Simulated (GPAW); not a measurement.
# Collinear magnetic orders of MnGe15 (Ge32 Mn2 d2p45) with GPAW, part 2 of 2

A self-consistent run ends on one state, which hangs on the start. Several orders of MnGe15 (Ge32 Mn2 d2p45) are started in GPAW and their energies compared.

GPAW 26.7.0; PBE; plane waves with GPAW's PAW setups, scalar-relativistic.

So far. Step 2 (Run 1 (ferro ++)): After 34 cycles the largest moment stands at 3.07 μB.

## 3. Start 2: antiferro +-

An opposed order shows whether the pairs that it reverses prefer unlike signs.

Contents of order2.py:

```python
import json
import numpy as np
from ase import Atoms
from ase.parallel import paropen, parprint
from gpaw import GPAW

atoms = Atoms(['Mn', 'Mn', 'Ge', 'Ge', 'Ge', 'Ge', 'Ge', 'Ge', 'Ge', 'Ge', 'Ge', 'Ge', 'Ge', 'Ge', 'Ge', 'Ge', 'Ge', 'Ge', 'Ge', 'Ge', 'Ge', 'Ge', 'Ge', 'Ge', 'Ge', 'Ge', 'Ge', 'Ge', 'Ge', 'Ge', 'Ge', 'Ge'],
    cell=[[11.316, 0.0, 0.0],
         [0.0, 11.316, 0.0],
         [0.0, 0.0, 5.658]],
    scaled_positions=[[0.0, 0.0, 0.0],
         [0.125, 0.125, 0.25],
         [0.0, 0.25, 0.5],
         [0.125, 0.375, 0.75],
         [0.25, 0.0, 0.5],
         [0.375, 0.125, 0.75],
         [0.25, 0.25, 0.0],
         [0.375, 0.375, 0.25],
         [0.0, 0.5, 0.0],
         [0.125, 0.625, 0.25],
         [0.0, 0.75, 0.5],
         [0.125, 0.875, 0.75],
         [0.25, 0.5, 0.5],
         [0.375, 0.625, 0.75],
         [0.25, 0.75, 0.0],
         [0.375, 0.875, 0.25],
         [0.5, 0.0, 0.0],
         [0.625, 0.125, 0.25],
         [0.5, 0.25, 0.5],
         [0.625, 0.375, 0.75],
         [0.75, 0.0, 0.5],
         [0.875, 0.125, 0.75],
         [0.75, 0.25, 0.0],
         [0.875, 0.375, 0.25],
         [0.5, 0.5, 0.0],
         [0.625, 0.625, 0.25],
         [0.5, 0.75, 0.5],
         [0.625, 0.875, 0.75],
         [0.75, 0.5, 0.5],
         [0.875, 0.625, 0.75],
         [0.75, 0.75, 0.0],
         [0.875, 0.875, 0.25]],
    pbc=True,
    magmoms=[4.5, -4.5, 0.0, 0.0, 0.0, 0.0, 0.0, 0.0, 0.0, 0.0, 0.0, 0.0, 0.0, 0.0, 0.0, 0.0, 0.0, 0.0, 0.0, 0.0, 0.0, 0.0, 0.0, 0.0, 0.0, 0.0, 0.0, 0.0, 0.0, 0.0, 0.0, 0.0])
atoms.calc = GPAW(mode={'name': 'pw', 'ecut': 450},
    xc='PBE',
    kpts={'size': (3, 3, 5), 'gamma': True},
    occupations={'name': 'fermi-dirac', 'width': 0.05},
    convergence={'density': 1e-05, 'energy': 1e-05},
    maxiter=200,
    mixer={'name': 'pulay', 'beta': 0.05, 'nmaxold': 6, 'weight': 50},
    symmetry={'tolerance': 1e-4},
    txt='order2.txt')
e = atoms.get_potential_energy(force_consistent=True)
res = {'free_energy': e, 'energy_sigma0': atoms.get_potential_energy(), 'fermi_energy': atoms.calc.get_fermi_level()}
res['moments'] = atoms.get_magnetic_moments().tolist()
res['total'] = atoms.get_magnetic_moment()
parprint('site moments (muB):', np.round(res['moments'], 3))
parprint(f"total moment: {res['total']:.3f} muB")
parprint(f'free energy: {e:.6f} eV')
atoms.calc.write('order2.gpw')
with paropen('results.json', 'w') as f:
    json.dump(res, f)
```

On the command line:

```sh
$ OMP_NUM_THREADS=1 mpirun -n 4 gpaw python order2.py > order2.log
```

Numbers of over 12 decimals in the logs are rounded to 6 here.

Output:

```text
site moments (muB): [ 3.237e+00 -3.237e+00  3.700e-02  0.000e+00  3.700e-02  0.000e+00
  3.700e-02 -1.000e-03  2.000e-03 -2.000e-03 -0.000e+00 -3.700e-02
 -0.000e+00 -2.000e-03  2.000e-03 -2.000e-03  2.000e-03 -2.000e-03
 -0.000e+00 -2.000e-03 -0.000e+00 -3.700e-02  2.000e-03 -2.000e-03
  2.000e-03 -2.000e-03  2.000e-03  0.000e+00  2.000e-03  0.000e+00
  1.000e-03 -3.700e-02]
total moment: -0.000 muB
free energy: -150.996020 eV

--- order2.txt ---
Input parameters:
  mode=PW(ecut=450),
  convergence={'density': 1e-05, 'energy': 1e-05},
  kpts=MonkhorstPack(size=(3, 3, 5), gamma=True),
  maxiter=200,
  mixer=Pulay(name='pulay', nmaxold=6, beta=0.05, weight=50, sigma=0.015, g_ss=None),
  occupations=Occupations(name='fermi-dirac', width=0.05),
  symmetry=Symmetry(tolerance=0.0001),
  xc=XC(name='PBE')

Diagonalizing LCAO Hamiltonian
Converting LCAO to pw mode
        .---------------------------.
       /|                           |
      / |                           |
     /  |  Ge            Ge         |
    /   |       Ge            Ge    |
   /  Ge|           Ge              |
  /    Ge         Ge Ge         Ge  |
 *      .--Ge------------Ge---------.
 |     / Ge Ge         Ge Ge       /
 | Ge /      Ge  Ge        Ge     /
 |   Ge Ge    Ge   Ge Ge    Ge   /
 |  /Mn            Ge           /
 | /      Ge            Ge     /
 |/                           /
 Mn------------Ge------------*

Atoms  # Å, Bohr magnetons
|    | symbol |        x |        y |        z |    initial magnetic moments |
|----|--------|----------|----------|----------|-----------------------------|
|  0 |     Mn | 0.000000 | 0.000000 | 0.000000 | ( 0.0000,  0.0000,  4.5000) |
|  1 |     Mn | 1.414500 | 1.414500 | 1.414500 | ( 0.0000,  0.0000, -4.5000) |
|  2 |     Ge | 0.000000 | 2.829000 | 2.829000 | ( 0.0000,  0.0000,  0.0000) |
|  3 |     Ge | 1.414500 | 4.243500 | 4.243500 | ( 0.0000,  0.0000,  0.0000) |
|  4 |     Ge | 2.829000 | 0.000000 | 2.829000 | ( 0.0000,  0.0000,  0.0000) |
|  5 |     Ge | 4.243500 | 1.414500 | 4.243500 | ( 0.0000,  0.0000,  0.0000) |
|  6 |     Ge | 2.829000 | 2.829000 | 0.000000 | ( 0.0000,  0.0000,  0.0000) |
|  7 |     Ge | 4.243500 | 4.243500 | 1.414500 | ( 0.0000,  0.0000,  0.0000) |
|  8 |     Ge | 0.000000 | 5.658000 | 0.000000 | ( 0.0000,  0.0000,  0.0000) |
|  9 |     Ge | 1.414500 | 7.072500 | 1.414500 | ( 0.0000,  0.0000,  0.0000) |
| 10 |     Ge | 0.000000 | 8.487000 | 2.829000 | ( 0.0000,  0.0000,  0.0000) |
| 11 |     Ge | 1.414500 | 9.901500 | 4.243500 | ( 0.0000,  0.0000,  0.0000) |
| 12 |     Ge | 2.829000 | 5.658000 | 2.829000 | ( 0.0000,  0.0000,  0.0000) |
| 13 |     Ge | 4.243500 | 7.072500 | 4.243500 | ( 0.0000,  0.0000,  0.0000) |
[...]
| 24 |     Ge | 5.658000 | 5.658000 | 0.000000 | ( 0.0000,  0.0000,  0.0000) |
| 25 |     Ge | 7.072500 | 7.072500 | 1.414500 | ( 0.0000,  0.0000,  0.0000) |
| 26 |     Ge | 5.658000 | 8.487000 | 2.829000 | ( 0.0000,  0.0000,  0.0000) |
| 27 |     Ge | 7.072500 | 9.901500 | 4.243500 | ( 0.0000,  0.0000,  0.0000) |
| 28 |     Ge | 8.487000 | 5.658000 | 2.829000 | ( 0.0000,  0.0000,  0.0000) |
| 29 |     Ge | 9.901500 | 7.072500 | 4.243500 | ( 0.0000,  0.0000,  0.0000) |
| 30 |     Ge | 8.487000 | 8.487000 | 0.000000 | ( 0.0000,  0.0000,  0.0000) |
| 31 |     Ge | 9.901500 | 9.901500 | 1.414500 | ( 0.0000,  0.0000,  0.0000) |

Unit cell  # Å
| periodic |         x |         y |        z |   lengths |    angles |
|----------|-----------|-----------|----------|-----------|-----------|
|      yes | 11.316000 |  0.000000 | 0.000000 | 11.316000 | 90.000000 |
|      yes |  0.000000 | 11.316000 | 0.000000 | 11.316000 | 90.000000 |
|      yes |  0.000000 |  0.000000 | 5.658000 |  5.658000 | 90.000000 |

Number of symmetries: 2

BZ-sampling:
  Number of BZ points: 45
  Number of IBZ points: 16

  Monkhorst-Pack size: [3, 3, 5]
  Monkhorst-Pack shift: [0, 0, 0]

Plane wave coefficients: 15740
Cutoff: 450.000000 eV

Spin-components: 2 (collinear spins)
Bands:           94
Projectors:      162
Spin-degeneracy: 1
Datatype:        complex128

Parallelization:
  kpt:    4
  domain: 1
  band:   1

Density:
  Valence electrons: 150.0
  Components: 2
  Grid points: [56 56 28]
  Charge: 0.0  # |e|

Potential:
  Grid points: [56 56 28]

[... setups left out ...]
Reference energy: -1775957.311721  # eV

eigensolver:
  PPCG
  Converge bands: occupied
  niter=2

density mixing:
  Pulay-Mixer
  Linear mixing parameters: 0.05
  Old densities: 6
  Fourier metric: weight=50, sigma=0.015

occupation numbers:
  Fermi-Dirac:
    width: 0.0500  # eV

poisson solver:
  ecut: 3600.000000  # eV

xc functional:
  name: PBE with 2 nearest neighbor stencil

convergence criteria:
- Maximum integral of absolute [dens]ity change: 1e-05 electrons / valence electron
- Maximum [total energy] change in last 3 cyles: 1e-05 eV / valence electron
- Maximum integral of absolute [eigenst]ate change: 4e-08 eV^2 / valence electron
maximum number of iterations: 200

SCF iterations
|iter     |      energy | eigst |  dens |  magmom |
|---------|-------------|-------|-------|---------|
|iter:   1|       0s | -151.803470 | +0.04 |       |  +0.0000|
|iter:   2|      32s | -151.045493 | -1.34 | -0.90 |  +0.0000|
|iter:   3|      61s | -150.996680 | -2.35 | -0.96 |  +0.0000|
|iter:   4|      90s | -151.076618 | -1.31 | -0.99 |  +0.0000|
|iter:   5|     119s | -150.977826 | -2.64 | -1.65 |  +0.0000|
|iter:   6|     148s | -151.116780 | -1.87 | -1.68 |  +0.0000|
|iter:   7|     177s | -151.014555 | -2.98 | -1.75 |  +0.0000|
|iter:   8|     205s | -150.994740 | -3.26 | -1.86 |  +0.0000|
|iter:   9|     235s | -150.963022 | -3.03 | -2.00 |  +0.0000|
|iter:  10|     263s | -150.968405 | -4.31 | -2.26 |  +0.0000|
[... 11 iterations left out ...]
|iter:  22|     610s | -150.966018c| -7.08 | -3.91 |  +0.0000|
|iter:  23|     624s | -150.966017c| -7.44c| -3.89 |  +0.0000|
|iter:  24|     638s | -150.966018c| -7.54c| -3.96 |  +0.0000|
|iter:  25|     667s | -150.966022c| -6.98 | -4.00 |  -0.0000|
|iter:  26|     681s | -150.966021c| -7.72c| -4.29 |  -0.0000|
|iter:  27|     709s | -150.966020c| -7.54c| -4.39 |  -0.0000|
|iter:  28|     724s | -150.966021c| -8.23c| -4.74 |  -0.0000|
|iter:  29|     738s | -150.966021c| -8.17c| -4.73 |  +0.0000|
|iter:  30|     752s | -150.966021c| -8.48c| -4.99 |  -0.0000|
|iter:  31|     768s | -150.966021c| -8.74c| -5.06c|  -0.0000|

Converged in 31 steps
Energy contributions relative to reference atoms: (reference = -1775957.311721)

Energy contributions:
  Kinetic:         400.050501
  Coulomb:        -357.066367
  Zero:              0.477485
  External:          0.000000
  Xc:             -194.397640
  Entropy:          -0.059999
  Spinorbit:         0.000000
  ----------------------------
  Free energy:    -150.996020
  Extrapolated:   -150.966021

dipole moment: (-136.026656, -136.026656, -141.797274)  # |e|*Ang

Total magnetic moment: (0.000000, 0.000000, -0.000000)

Local magnetic moments
|        x |        y |         z |
|----------|----------|-----------|
| 0.000000 | 0.000000 |  3.237460 |  # Mn   0
| 0.000000 | 0.000000 | -3.237460 |  # Mn   1
| 0.000000 | 0.000000 |  0.037188 |  # Ge   2
| 0.000000 | 0.000000 |  0.000094 |  # Ge   3
| 0.000000 | 0.000000 |  0.037188 |  # Ge   4
| 0.000000 | 0.000000 |  0.000094 |  # Ge   5
| 0.000000 | 0.000000 |  0.037015 |  # Ge   6
| 0.000000 | 0.000000 | -0.000844 |  # Ge   7
| 0.000000 | 0.000000 |  0.001805 |  # Ge   8
| 0.000000 | 0.000000 | -0.001805 |  # Ge   9
| 0.000000 | 0.000000 | -0.000094 |  # Ge  10
| 0.000000 | 0.000000 | -0.037188 |  # Ge  11
[...]
| 0.000000 | 0.000000 |  0.002435 |  # Ge  24
| 0.000000 | 0.000000 | -0.002435 |  # Ge  25
| 0.000000 | 0.000000 |  0.001789 |  # Ge  26
| 0.000000 | 0.000000 |  0.000276 |  # Ge  27
| 0.000000 | 0.000000 |  0.001789 |  # Ge  28
| 0.000000 | 0.000000 |  0.000276 |  # Ge  29
| 0.000000 | 0.000000 |  0.000844 |  # Ge  30
| 0.000000 | 0.000000 | -0.037015 |  # Ge  31

Fermi level: 5.484
Eigenvalues  # (at kpt = [0.000, 0.000, 0.000])
| band index |      eig [eV] | occ [0-1] |      eig [eV] | occ [0-1] |
|------------|---------------|-----------|---------------|-----------|
|          0 |       -75.429 |     1.000 |       -75.429 |     1.000 |
|        ... |               |           |               |           |
|         66 |         3.989 |     1.000 |         3.989 |     1.000 |
|         67 |         4.051 |     1.000 |         4.051 |     1.000 |
|         68 |         4.381 |     1.000 |         4.381 |     1.000 |
|         69 |         4.388 |     1.000 |         4.388 |     1.000 |
|         70 |         4.490 |     1.000 |         4.490 |     1.000 |
|         71 |         4.905 |     1.000 |         4.905 |     1.000 |
|         72 |         5.028 |     1.000 |         5.028 |     1.000 |
|         73 |         5.363 |     0.919 |         5.363 |     0.919 |
|         74 |         5.760 |     0.004 |         5.760 |     0.004 |
|         75 |         5.842 |     0.001 |         5.842 |     0.001 |
|         76 |         5.962 |     0.000 |         5.962 |     0.000 |
|         77 |         6.134 |     0.000 |         6.134 |     0.000 |
|         78 |         6.141 |     0.000 |         6.141 |     0.000 |
|         79 |         6.374 |     0.000 |         6.374 |     0.000 |
|         80 |         6.688 |     0.000 |         6.688 |     0.000 |
|         81 |         6.699 |     0.000 |         6.699 |     0.000 |
|        ... |               |           |               |           |
|         93 |         7.988 |     0.000 |         7.988 |     0.000 |

No gap
No difference between direct/indirect transitions
```

The job ended after 14 min (4 MPI ranks of Arm Neoverse V1, shared host; peak memory 2.5 GiB).

Spin moment in the augmentation sphere by element, in μB:

```csv
element,atoms,mean,spread (r.m.s.),least,largest
Mn,2,0.00,3.24,-3.24,3.24
Ge,30,0.00,0.02,-0.04,0.04
```

The atoms farthest from the mean of their element:

```csv
atom,"x, y, z (Å)",spin moment in the augmentation sphere (μB)
Mn1,"0.00, 0.00, 0.00",3.24
Mn2,"1.41, 1.41, 1.41",-3.24
Ge3,"0.00, 2.83, 2.83",0.04
Ge5,"2.83, 0.00, 2.83",0.04
Ge12,"1.41, 9.90, 4.24",-0.04
Ge22,"9.90, 1.41, 4.24",-0.04
Ge32,"9.90, 9.90, 1.41",-0.04
Ge7,"2.83, 2.83, 0.00",0.04
```

Numbers from this step:

| Property | Result |
| --- | --- |
| magnetization | 0 μB |
| final state | antiferromagnetic |

It lies 257 meV a seeded atom under the first start, and its largest moment is 3.24 μB against 3.07 μB.

## 4. Energies of the orders

These are free energies at a smearing of 0.05 eV, so its entropy term is in the differences. They are divided by the number of seeded atoms, so that cells of unlike size compare.

Orders:

```csv
start,final state,typed order kept,energy over the lowest (meV a seeded atom),largest site moment (μB),net moment (μB a primitive cell),mesh matched,CPU time (s)
ferro ++,ferromagnetic,yes,256.8,3.067,6.211,yes,3877
antiferro +-,antiferromagnetic,yes,0,3.237,0,yes,3247
```

## 5. Results

| Item | Value |
| --- | --- |
| lowest state found | antiferromagnetic (typed antiferro +-) |
| largest site moment | 3.24 μB |
| next state | ferromagnetic, 257 meV a seeded atom higher |

The lowest state found is antiferromagnetic, reached from the start antiferro +-, with moments up to 3.24 μB. The next state costs 257 meV a seeded atom. Only 2 starts are shown; other collinear patterns, canted and longer-period orders are not.

[Logs and program files are shortened in this print: banners, set-up blocks, solver, clock and traceback lines can be left out without a mark of their own.]

[Logs are printed without paths, hosts, clocks, repeated set-up lines and the standing remarks that a program may print on its own settings, such as how far it seeks lower states.]

[Hosts, paths, dates, database ids (printed as entryN), source tags and the programs' standing remarks are cut or masked in the printed files.]

[Where a cell is said to come from a database of computed structures, the database is the Materials Project.]
